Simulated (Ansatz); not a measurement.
# G0W0 on several functionals: Cs2InAgCl6 (Fm-3m)

Aim: G0W0 for Cs2InAgCl6 (Fm-3m) on several starting functionals, at one mesh, band count and screening cutoff.

Main program and level: Ansatz 0.2.0; G0W0 on several functionals, plane waves, PAW.

In doubt: one-shot GW on d or f shells is unsure, so the values of those runs are not to be relied on; masses and optical values from hybrid runs of this build are listed as unsure (steps 4, 5), which bears on the screening that GW takes from such a start.

## 1. The starting structure

The structure is cubic, space group Fm-3m (No. 225). The conventional cell has a = 10.469 Å, b = 10.469 Å, c = 10.469 Å, α = 90.00°, β = 90.00°, γ = 90.00°. Nearest to Cs lie 12 Cl at 3.70 Å. Nearest to In lie 6 Cl at 2.51 Å. Nearest to Ag lie 6 Cl at 2.72 Å. Nearest to Cl lie 1 In at 2.51 Å and 1 Ag at 2.72 Å and 4 Cs at 3.70 Å. Farther neighbours and most contacts between anions are not listed.

The cell and positions come from the Crystallography Open Database and are kept as given unless a step says otherwise. Spin-orbit coupling is left out unless a step names it.

## 2. G0W0 on LDA

G0W0 replaces the xc potential by the self-energy, built once from these orbitals. Only a window of levels is corrected, while the sums run over the empty bands that the input names. This step takes hard PAW files.

This step: G0W0 on LDA, plane waves, PAW.

Contents of input.yaml:

```yaml
crystal:
  lattice:
    - [0.0, 5.2345, 5.2345]
    - [5.2345, 0.0, 5.2345]
    - [5.2345, 5.2345, 0.0]
  atoms:
    - { symbol: Cs, position: [0.25, 0.25, 0.25] }
    - { symbol: Cs, position: [0.75, 0.75, 0.75] }
    - { symbol: In, position: [0.0, 0.0, 0.0] }
    - { symbol: Ag, position: [0.5, 0.5, 0.5] }
    - { symbol: Cl, position: [0.76021, 0.23979, 0.23979] }
    - { symbol: Cl, position: [0.23979, 0.76021, 0.23979] }
    - { symbol: Cl, position: [0.23979, 0.76021, 0.76021] }
    - { symbol: Cl, position: [0.76021, 0.23979, 0.76021] }
    - { symbol: Cl, position: [0.23979, 0.23979, 0.76021] }
    - { symbol: Cl, position: [0.76021, 0.76021, 0.23979] }
kpoints:
  mp_grid: { grid: [4, 4, 4] }
hamiltonian:
  xc: lda
  pseudopotentials: { kind: paw, source: ansatz }
scf:
  occupations: { method: fixed }
gw:
  n_empty_bands: 1573
  ecut_chi: 180.0
  qp_bands: [v3, c3]
  qp_kpoints: band_edges
  screening: { model: contour_deformation }
```

Command:

```
ansatz run input.yaml --threads 16 --pin off --max-ram 82944MiB --backend cuda --events-out ev --progress --plain --runs-dir out --devices 1 --max-vram 78GiB
```

Numbers of over 12 decimals in the logs are rounded to 6 here.

What it wrote:

```text
GPUs: using 1 of 1 available (devices: 1).
Engine: ansatz 0.2.0, aarch64-unknown-linux-gnu
Pseudopotentials: kind: paw
Pseudopotential: Cs, paw, valence charge 9, recommended cutoff 520 eV (normal), Cs.paw.azcp
Pseudopotential: In, paw, valence charge 21, recommended cutoff 710 eV (normal), In.paw.azcp
Pseudopotential: Ag, paw, valence charge 19, recommended cutoff 480 eV (normal), Ag.paw.azcp
Pseudopotential: Cl, paw, valence charge 7, recommended cutoff 660 eV (normal), Cl.paw.azcp
Functional definition: SPW92
  exchange = slater_x
  correlation = pw_c
[...]
Crystal: 10 atoms, lattice volume = 286.850 Å³
Basis set: ecut = 710 eV, 12339 PW (Γ)
Bands: 60, of which v1, the nominal top of the filled ones, is band 50 counted from 1 (49 counted from 0)
Symmetry: 48 space group operations
Space group: Fm-3m (ITA 225), of the structure as read, at distance tolerance 6.6e-5 Å
k-points: 8 of 64
Non-local potential: Cs, projectors of the file, l = 0: 3, l = 1: 2, l = 2: 2, l = 3: 3
Non-local potential: In, projectors of the file, l = 0: 3, l = 1: 3, l = 2: 2, l = 3: 2
Non-local potential: Ag, projectors of the file, l = 0: 3, l = 1: 2, l = 2: 2, l = 3: 2
Non-local potential: Cl, projectors of the file, l = 0: 2, l = 1: 2, l = 2: 2, l = 3: 1
PAW form: soft (Blöchl's): semilocal exchange-correlation on the pseudo side does not see the compensation charge
PAW frozen core: Cs, regenerated for the run's functional, and the local potential with it (the file was generated under x = pbe(κ = 0.804, μ = 0.219515), c = pbe(β = 0.066725))
PAW frozen core: In, regenerated for the run's functional, and the local potential with it (the file was generated under x = pbe(κ = 0.804, μ = 0.219515), c = pbe(β = 0.066725))
PAW frozen core: Ag, regenerated for the run's functional, and the local potential with it (the file was generated under x = pbe(κ = 0.804, μ = 0.219515), c = pbe(β = 0.066725))
PAW frozen core: Cl, regenerated for the run's functional, and the local potential with it (the file was generated under x = pbe(κ = 0.804, μ = 0.219515), c = pbe(β = 0.066725))
PAW one-centre angular grid: Cs, 194 points (default); XC on 64 Gauss nodes
PAW one-centre angular grid: In, 590 points (default); XC on 64 Gauss nodes
PAW one-centre angular grid: Ag, 590 points (default); XC on 64 Gauss nodes
[...]
Initial density: superposition of atomic densities (chi_scale 0.1, normalization cell, long waves kept (reshape's long-wave potential 0.00 eV rms))
Initial wavefunctions: pseudopotential atomic-orbital guess
[...]
Functional: x = slater, c = lda
SCF iter   1: F=—  HF=-33630.510922 eV  |F-HF|=—  |Δ(HF+E_count)|=         —  Δρ=6.37e-2  dr2=1.32e1  ethr=3.10e-3  ⟨swp⟩=10.8  Hψ=2369  notcnv=0  defer=60
preconditioner: auto → Resta (q_TF=auto, 2.289 Å⁻¹)  ε∞=3.6  [insulator: Δε(μ)=0.555 eV  Ē_g=12.210 eV  n_scr=58 (ndim 8)  ℏωp=19.6 eV  f_vac=0.011  ε∞_Penn≈3.6]
SCF iter   2: F=—  HF=-33626.063841 eV  |F-HF|=—  |Δ(HF+E_count)|=    4.45e0  Δρ=2.05e-2  dr2=1.43e0  ethr=3.10e-3  ⟨swp⟩=5.4  Hψ=1367  notcnv=0  defer=59
SCF iter   3: F=—  HF=-33625.463710 eV  |F-HF|=—  |Δ(HF+E_count)|=   6.00e-1  Δρ=9.78e-3  dr2=3.62e-1  ethr=1.43e-3  ⟨swp⟩=5.1  Hψ=1209  notcnv=0  defer=62
SCF iter   4: F=—  HF=-33625.329341 eV  |F-HF|=—  |Δ(HF+E_count)|=   1.34e-1  Δρ=4.64e-3  dr2=8.35e-2  ethr=3.62e-4  ⟨swp⟩=5.0  Hψ=1148  notcnv=0  defer=66
SCF iter   5: F=—  HF=-33625.297880 eV  |F-HF|=—  |Δ(HF+E_count)|=   3.15e-2  Δρ=1.46e-3  dr2=7.55e-3  ethr=8.35e-5  ⟨swp⟩=5.5  Hψ=1144  notcnv=0  defer=64
SCF iter   6: F=—  HF=-33625.296355 eV  |F-HF|=—  |Δ(HF+E_count)|=   1.53e-3  Δρ=3.38e-4  dr2=2.10e-4  ethr=7.55e-6  ⟨swp⟩=4.8  Hψ=1126  notcnv=0  defer=64
SCF iter   7: F=—  HF=-33625.296316 eV  |F-HF|=—  |Δ(HF+E_count)|=   3.88e-5  Δρ=6.08e-5  dr2=1.22e-5  ethr=2.10e-7  ⟨swp⟩=4.0  Hψ=1283  notcnv=0  defer=64
SCF iter   8: F=—  HF=-33625.296316 eV  |F-HF|=—  |Δ(HF+E_count)|=   1.51e-7  Δρ=1.95e-5  dr2=8.62e-7  ethr=1.22e-8  ⟨swp⟩=3.4  Hψ=1074  notcnv=0  defer=64
[...]
SCF 1 converged in 9 iterations: F = -33625.296316 eV  dr2 = 5.75e-8
[...]
SCF converged after 9 iterations
[...]
--- G₀W₀: contour deformation, 8 samples at zero and on the imaginary axis and 4 off it, 64 q-points, 1573 empty bands' worth ---
  eigenvalues of the whole cell's RPA ε∞ on this k-mesh (on a slab, of 1 + 4πα/V) = 3.7313, 3.7313, 3.7313; static W/v taken at q = 0 is 0.268001
  bands read: the sum over 1623 bands ends inside a degenerate multiplet in 1 slot, whose members it reads at an even weight; the widest, k=1: bands 1623 to 1624 (counted from 1) at 1/2 each
  gw.qp_kpoints: band_edges: 7 of 8 stored k-points solved, in 1 pass; an edge of the gap read off the rows below is read off those points alone
    valence top: of the k-points left out ik 5 came nearest to being solved in a further pass, in band 49 (counted from 1, as in the quasiparticle table): it holds the edge there only if its correction is more favourable than any solved in that band by at least 0.548 eV; those differ by 0.416 eV
    conduction bottom: of the k-points left out ik 5 came nearest to being solved in a further pass, in band 51 (counted from 1, as in the quasiparticle table): it holds the edge there only if its correction is more favourable than any solved in that band by at least 1.701 eV; those differ by 0.108 eV
    ik  band        ε_KS         Σx   Σc(E_QP)       V_xc       Z   E_QP_lin       E_QP  E_QP is
     0    48      3.2948   -21.2134     2.8933   -16.9949  0.7508     1.9227     1.9696  root
     0    49      4.1739   -28.2989     3.2129   -24.1439  0.7482     3.2106     3.2318  root
     0    50      4.1739   -28.2989     3.2129   -24.1439  0.7482     3.2106     3.2318  root
     0    51      5.0785   -10.2999    -3.7221   -14.8123  0.8032     5.8763     5.8688  root
     0    52      9.0510    -4.7726    -3.7754    -9.4227  0.8319     9.9380     9.9257  root
     0    53      9.1980    -6.2682    -3.9970   -11.1215  0.8129    10.0672    10.0544  root
     1    48      3.2004   -21.0947     2.9199   -16.8463  0.7498     1.8233     1.8719  root
     1    49      3.8677   -28.1229     3.3658   -23.7975  0.7432     2.8833     2.9080  root
     1    50      3.8677   -28.1229     3.3658   -23.7975  0.7432     2.8833     2.9080  root
     1    51      5.8618   -10.9445    -3.7171   -15.4323  0.7964     6.6408     6.6324  root
     1    52      8.8074    -8.3287    -4.3483   -13.5383  0.7861     9.6813     9.6688  root
     1    53      9.5723    -5.0295    -3.8207    -9.7332  0.8284    10.4687    10.4554  root
     2    48      3.0853   -21.0865     2.8209   -16.9985  0.7496     1.7738     1.8183  root
     2    49      3.6088   -27.6690     3.5208   -23.1296  0.7387     2.5592     2.5902  root
     2    50      3.6088   -27.6690     3.5208   -23.1296  0.7387     2.5592     2.5902  root
     2    51      6.9832   -11.5689    -3.9126   -16.3292  0.7850     7.8473     7.8310  root
     2    52      7.8057    -8.9434    -4.4134   -14.1831  0.7844     8.6430     8.6319  root
     2    53     10.2894    -5.0202    -3.9136    -9.8591  0.8253    11.2299    11.2147  root
     3    48      3.2860   -21.1888     2.8941   -16.9699  0.7508     1.9141     1.9613  root
     3    49      3.2985   -28.4264     3.6292   -23.8887  0.7305     2.3591     2.3900  root
     3    50      4.1720   -28.3004     3.2111   -24.1482  0.7483     3.2099     3.2310  root
     3    51      6.1979   -11.7766    -3.6151   -16.1312  0.7916     6.9456     6.9375  root
     3    52      9.4626    -9.5133    -4.5292   -14.9069  0.7739    10.3456    10.3271  root
     3    53      9.7194    -5.1610    -3.8158    -9.8579  0.8266    10.6142    10.6006  root
[...]
6    52      9.6191   -10.9443    -5.0363   -16.8391  0.7553    10.5017    10.4777  root
     6    53     10.4222    -5.5596    -3.8710   -10.3451  0.8213    11.3518    11.3367  root
     7    48      3.2163   -26.2483     3.7403   -21.2791  0.7381     1.9407     1.9874  root
     7    49      3.3072   -26.3901     3.2223   -22.2229  0.7379     2.3336     2.3623  root
     7    50      3.7223   -28.1884     3.4676   -23.7576  0.7400     2.7325     2.7591  root
     7    51      7.7884   -13.7270    -3.8823   -18.4393  0.7670     8.6320     8.6185  root
     7    52      8.6800    -9.9542    -4.6373   -15.4028  0.7677     9.5076     9.4913  root
     7    53     10.7516    -7.0811    -4.2927   -12.2740  0.8010    11.6672    11.6518  root
```

Run time: 2.4 min. Hardware: 1 × NVIDIA GB200 (shared by 2 runs) with 16 threads of Arm Neoverse V2, shared host; peak memory 9.8 GiB.

Numbers from this step:

```yaml
bands_summed: 1623
rpa_eps_infinity_on_this_mesh_eigenvalues: 3.731, 3.731, 3.731
plane_waves_in_the_screening_matrix: 1591
q_points_in_the_mesh: 64
g0w0_gap_on_the_mesh: 2.637 eV
k_of_the_valence_top: 0, 0, 0
k_of_the_conduction_bottom: 0, 0, 0
starting_gap_on_the_mesh: 0.9047 eV
z_at_the_valence_top: 0.7482
z_at_the_conduction_bottom: 0.8032
least_direct_g0w0_gap_on_the_computed_points: 2.637 eV
```

The gap on the mesh goes from 0.90 eV to 2.64 eV, a correction of +1.73 eV. Between the two edge states, bare exchange in place of the xc potential would open the gap by 8.67 eV, and correlation takes back 6.94 eV.

## 3. G0W0 on r2SCAN

The same correction from a different start measures what one shot leaves open.

This step: G0W0 on r2SCAN, plane waves, PAW.

Changes to input.yaml since step 2:

```diff
@@ -19,3 +19,3 @@
 hamiltonian:
-  xc: lda
+  xc: r2scan
   pseudopotentials: { kind: paw, source: ansatz }
```

What it wrote:

```text
GPUs: using 1 of 1 available (devices: 1).
[...]
Crystal: 10 atoms, lattice volume = 286.850 Å³
Basis set: ecut = 870 eV, 16625 PW (Γ), exchange–correlation on 288×288×288 points (64 copies of the dense FFT grid, shifted against one another)
Bands: 60, of which v1, the nominal top of the filled ones, is band 50 counted from 1 (49 counted from 0)
[... 1 set-up line as in the run before ...]
[...]
k-points: 8 of 64
[...]
SCF iter   1: F=—  HF=-34542.064152 eV  |F-HF|=—  |Δ(HF+E_count)|=         —  Δρ=6.20e-2  dr2=1.13e1  dr2_τ=3.78e-1  ethr=3.10e-3  ⟨swp⟩=11.6  Hψ=2566  notcnv=0  defer=57
[...]
SCF iter   7: F=—  HF=-34538.183775 eV  |F-HF|=—  |Δ(HF+E_count)|=   7.46e-5  Δρ=9.22e-5  dr2=2.08e-5  dr2_τ=3.11e-6  ethr=1.85e-7  ⟨swp⟩=3.6  Hψ=1173  notcnv=0  defer=64
[...]
SCF 1 converged in 9 iterations: F = -34538.183791 eV  dr2 = 3.89e-8
[...]
SCF converged after 9 iterations
[...]
0    48      3.1480   -21.2298     2.6503   -17.2400  0.7793     1.7773     1.8086  root
     0    49      4.1824   -29.2147     3.2502   -24.9935  0.7722     3.1951     3.2116  root
     0    50      4.1824   -29.2147     3.2502   -24.9935  0.7722     3.1951     3.2116  root
     0    51      5.9290    -9.8517    -3.6798   -13.9619  0.8252     6.3607     6.3593  root
     0    52     10.0444    -4.6414    -3.4889    -8.4222  0.8514    10.3371    10.3363  root
     0    53     10.0594    -6.0357    -3.7186   -10.1895  0.8360    10.4966    10.4946  root
     1    48      3.0551   -21.1214     2.6727   -17.1017  0.7787     1.6757     1.7080  root
     1    49      3.8995   -29.2683     3.4110   -24.8555  0.7676     2.8782     2.8977  root
[...]
7    50      3.7714   -29.4242     3.5116   -24.8976  0.7648     2.7355     2.7564  root
     7    51      8.4435   -13.0296    -3.7916   -17.4705  0.7978     9.0997     9.0928  root
     7    52      9.5487    -9.3023    -4.4151   -14.2342  0.7947    10.0696    10.0654  root
     7    53     11.6253    -5.9829    -3.7971   -10.3086  0.8328    12.1574    12.1539  root
```

Elapsed: 75 s, on 1 × NVIDIA GB200 (shared by 2 runs) with 16 threads; peak memory 13 GiB.

Numbers from this step:

| Quantity | Value |
| --- | --- |
| bands summed | 1623 |
| RPA ε∞ on this mesh (eigenvalues) | 3.089, 3.089, 3.089 |
| plane waves in the screening matrix | 1591 |
| q-points in the mesh | 64 |
| G0W0 gap on the mesh | 3.148 eV |
| k of the valence top | 0, 0, 0 |
| k of the conduction bottom | 0, 0, 0 |
| starting gap on the mesh | 1.747 eV |
| Z at the valence top | 0.7722 |
| Z at the conduction bottom | 0.8252 |
| least direct G0W0 gap on the computed points | 3.148 eV |

Against the run with 4×4×4 mesh, 1573 empty bands, screening to 180 eV, hard PAW files on LDA, the gap moves by +0.51 eV, while the start moved by +0.84 eV.

## 4. G0W0 on HSE06

This step: G0W0 on HSE06, plane waves, PAW.

Changes to input.yaml since step 3:

```diff
@@ -19,3 +19,3 @@
 hamiltonian:
-  xc: r2scan
+  xc: hse06
   pseudopotentials: { kind: paw, source: ansatz }
```

What it wrote:

```text
GPUs: using 1 of 1 available (devices: 1).
[...]
davidson cushion auto → on  (no smearing: the cushion is to keep the highest requested band from converging to the state above it; pin scf.eigensolver.cushion to override)
[...]
Crystal: 10 atoms, lattice volume = 286.850 Å³
Basis set: ecut = 710 eV, 12339 PW (Γ)
Bands: 60, of which v1, the nominal top of the filled ones, is band 50 counted from 1 (49 counted from 0)
[... 1 set-up line as in the run before ...]
[...]
k-points: 8 of 64
[...]
0    53     10.1899    -5.9242    -3.6134    -9.9366  0.8513    10.5901    10.5888  root
     1    48      2.4588   -21.1526     2.4136   -17.7455  0.7984     1.4535     1.4653  root
     1    49      3.2089   -27.6268     2.8026   -24.2044  0.7973     2.5847     2.5891  root
[...]
7    50      3.0520   -27.7187     2.8846   -24.2102  0.7955     2.4233     2.4280  root
     7    51      8.7173   -12.5417    -3.7507   -16.8392  0.8208     9.2670     9.2641  root
     7    52      9.8840    -9.0405    -4.2359   -13.6453  0.8207    10.2545    10.2529  root
     7    53     11.8021    -6.1506    -3.7341   -10.3107  0.8445    12.2297    12.2281  root
```

The job ended after 6.7 min (1 × NVIDIA GB200 (shared by 2 runs) with 16 threads; peak memory 11 GiB; 13 min of CPU time).

Numbers from this step:

```
bands summed                                 : 1623
RPA ε∞ on this mesh (eigenvalues)            : 2.829, 2.829, 2.829
plane waves in the screening matrix          : 1591
G0W0 gap on the mesh                         : 3.557 eV
k of the valence top                         : 0, 0, 0
k of the conduction bottom                   : 0, 0, 0
starting gap on the mesh                     : 2.576 eV
least direct G0W0 gap on the computed points : 3.557 eV
```

Against the run with 4×4×4 mesh, 1573 empty bands, screening to 180 eV, hard PAW files on r2SCAN, the gap moves by +0.41 eV, while the start moved by +0.83 eV.

## 5. G0W0 on PBE0

This step: G0W0 on PBE0, plane waves, PAW.

Changes to input.yaml since step 4:

```diff
@@ -19,3 +19,3 @@
 hamiltonian:
-  xc: hse06
+  xc: pbe0
   pseudopotentials: { kind: paw, source: ansatz }
```

What it wrote:

```text
GPUs: using 1 of 1 available (devices: 1).
[...]
Crystal: 10 atoms, lattice volume = 286.850 Å³
Basis set: ecut = 710 eV, 12339 PW (Γ)
Bands: 60, of which v1, the nominal top of the filled ones, is band 50 counted from 1 (49 counted from 0)
[... 1 set-up line as in the run before ...]
[...]
k-points: 8 of 64
[...]
0    53     10.5288    -5.9165    -3.5123    -9.5880  0.8609    10.6881    10.6879  root
     1    48      2.0591   -21.1522     2.2669   -18.1449  0.8113     1.3135     1.3188  root
     1    49      2.8231   -27.6067     2.6664   -24.5594  0.8105     2.4408     2.4421  root
[...]
7    50      2.6637   -27.7052     2.7453   -24.5733  0.8089     2.2756     2.2771  root
     7    51      9.0780   -12.4829    -3.6601   -16.4282  0.8334     9.3637     9.3631  root
     7    52     10.2483    -9.0119    -4.1169   -13.2525  0.8344    10.3721    10.3719  root
     7    53     12.1594    -6.1439    -3.6198    -9.9425  0.8549    12.3383    12.3380  root
```

Elapsed: 5.6 min, on 1 × NVIDIA GB200 (shared by 2 runs) with 16 threads; peak memory 10 GiB.

This step gave:

| Property | Result |
| --- | --- |
| bands summed | 1623 |
| RPA ε∞ on this mesh (eigenvalues) | 2.695, 2.695, 2.695 |
| plane waves in the screening matrix | 1591 |
| G0W0 gap on the mesh | 3.778 eV |
| k of the valence top | 0, 0, 0 |
| k of the conduction bottom | 0, 0, 0 |
| starting gap on the mesh | 3.279 eV |
| least direct G0W0 gap on the computed points | 3.778 eV |

Against the run with 4×4×4 mesh, 1573 empty bands, screening to 180 eV, hard PAW files on HSE06, the gap moves by +0.22 eV, while the start moved by +0.70 eV.

## 6. The starts together

All on the 4×4×4 mesh with 1573 empty bands and screening to 180 eV. Times are wall times on 1 × NVIDIA GB200 (shared by 2 runs) with 16 threads of Arm Neoverse V2, shared host, good to a factor of about two.

```
 start  starting gap (eV)  shift (eV)  G0W0 gap (eV)  RPA ε∞ (harmonic mean)  Z (valence, conduction)     time
   LDA               0.90       +1.73           2.64                    3.73               0.75, 0.80  2.4 min
r2SCAN               1.75       +1.40           3.15                    3.09               0.77, 0.83     75 s
 HSE06               2.58       +0.98           3.56                    2.83               0.80, 0.84  6.7 min
  PBE0               3.28       +0.50           3.78                    2.69               0.81, 0.85  5.6 min
```

The parts of the quasiparticle energy at the two band edges (eV; QP = start + Σx + Σc − Vxc):

```
   run               edge  start      Σx     Σc     Vxc     Z    QP
   LDA        valence top   4.17  -28.30   3.21  -24.14  0.75  3.23
   LDA  conduction bottom   5.08  -10.30  -3.72  -14.81  0.80  5.87
r2SCAN        valence top   4.18  -29.21   3.25  -24.99  0.77  3.21
r2SCAN  conduction bottom   5.93   -9.85  -3.68  -13.96  0.83  6.36
 HSE06        valence top   3.54  -27.77   2.69  -24.47  0.80  2.93
 HSE06  conduction bottom   6.11   -9.67  -3.62  -13.67  0.84  6.49
  PBE0        valence top   3.16  -27.74   2.56  -24.81  0.81  2.79
  PBE0  conduction bottom   6.44   -9.65  -3.55  -13.33  0.85  6.57
```

For a hybrid start, Vxc holds its share of exact exchange.

## 7. Outcome

```
G0W0@LDA     : 2.64 eV (start 0.90 eV)
G0W0@r2SCAN  : 3.15 eV (start 1.75 eV)
G0W0@HSE06   : 3.56 eV (start 2.58 eV)
G0W0@PBE0    : 3.78 eV (start 3.28 eV)
known limits : not at the basis limit; d shell near the gap, gap tends to lie low; no spin-orbit coupling
```

In words: The starting gaps span 2.37 eV and the G0W0 gaps 1.14 eV. Between LDA and PBE0, 1.14 eV of the 2.37 eV survives, 48 %. PBE0 screens less than LDA (ε∞ 2.69 against 3.73). Of the 1.14 eV by which its G0W0 gap is higher, the correlation part gives +0.82 eV, and exchange with the one-particle terms, which follow the orbitals, +0.32 eV. The smallest correction, +0.50 eV, is on PBE0, the start nearest to reproducing itself. Bands and cutoff are finite, so the gap is not at the basis limit. The miss can reach some tenths of an eV and take either sign; the mesh is an error of its own. A d shell, filled or nearly so, lies near the gap. One-shot GW converges very slowly in bands there, not always from below, and on a semilocal start the gap tends to come out low; starts rich in exact exchange can overshoot instead. The many-body steps are scalar-relativistic: spin-orbit coupling is not in them.

[Paths, hosts, dates, memory and timing lines, banners, echoed tables and standing remarks are left out of the program output.]

[Logs are printed without paths, hosts, clocks, repeated set-up lines and the standing remarks that a program may print on its own settings, such as how far it seeks lower states.]

[Runs of the session that timed out or met a known fault of the program may be left out.]

[Cells called generated may have been cut or substituted from an entry of the Crystallography Open Database or the Materials Project.]

[Hosts, paths, dates, database ids (printed as entryN), source tags and the programs' standing remarks are cut or masked in the printed files.]
